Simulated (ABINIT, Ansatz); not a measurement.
```cif
data_csgecl3
_symmetry_space_group_name_H-M 'R3m:H'
_symmetry_Int_Tables_number 160
_cell_length_a 7.6936
_cell_length_b 7.6936
_cell_length_c 9.5349
_cell_angle_alpha 90.000
_cell_angle_beta 90.000
_cell_angle_gamma 120.000
_cell_volume 488.78
loop_
_atom_site_label
_atom_site_type_symbol
_atom_site_symmetry_multiplicity
_atom_site_Wyckoff_symbol
_atom_site_fract_x
_atom_site_fract_y
_atom_site_fract_z
_atom_site_occupancy
Cs1 Cs 3 a 0.33333 0.66667 0.66507 1
Ge1 Ge 3 a 0.33333 0.66667 0.18220 1
Cl1 Cl 9 b 0.18269 0.36538 0.31402 1
_calc_subject 'CsGeCl3 (R3m): G0W0 with ABINIT, start to end'
_calc_method 'RPA screening on LDA, plane waves, norm-conserving pseudopotentials (and 2 further levels or steps)'
_calc_program 'ABINIT 10.8.3'
_calc_settings 'cutoff 56 Ha, PseudoDojo scalar-relativistic 0.4.1 stringent, norm-conserving, potential set dojo-sr-lda-0.4.1-stringent, ngkpt (2, 2, 2), nband 512, ecuteps 8 Ha, inclvkb 2, shiftk (0, 0, 0), symchi 1, awtr 1, frequency ppm, 2×2×2 k-mesh'
_calc_notes 'The program’s warnings: nproc spkpt=  >= nkpt= * nsppol=. The cell and positions are those that the Materials Project relaxed with its own functionals (PBE, PBE+U or r2SCAN), kept fixed. Limits: no spin-orbit coupling. The 2×2×2 mesh is coarse for this cell, which bears on the long-range parts of exchange and screening.'
_calc_lda_gap '1.98 eV, indirect (only 2 meV under the direct gap)'
_calc_g0w0_gap_on_the_mesh '3.72 eV'
_calc_gw_settings '2×2×2 mesh, 512 bands, screening to 217.7 eV, Godby-Needs plasmon pole'
_calc_known_limits 'short of the basis limit; no spin-orbit coupling; coarse k mesh'
```

[Long decimals in the printed logs are rounded to 6 places.]

[Logs are printed without paths, hosts, clocks, repeated set-up lines and the standing remarks that a program may print on its own settings, such as how far it seeks lower states.]

[Paths, hosts, dates, memory and timing lines, banners, echoed tables and standing remarks are left out of the program output; an Ansatz launch command may be rebuilt from the run's recorded settings. Measured values are a selection of at most five: reports struck by readers or far from the other reports are left out. None is set beside runs whose start may be inverted or whose files or cutoffs have a known fault.]

[Runs of the session that timed out or met a known fault of the program may be left out.]

[Hosts, paths, dates, database ids (printed as entryN), source tags and the programs' standing remarks are cut or masked in the printed files.]

[G0W0 gaps are taken among the corrected bands and points alone; a level outside them can change the order at an edge.]

[Where Ansatz stands beside ABINIT at settings called matched, ABINIT's density can come from a denser mesh and the files from another edition; pairs whose starting gaps differed by over 0.03 eV were left out, so agreement reads better than it is.]
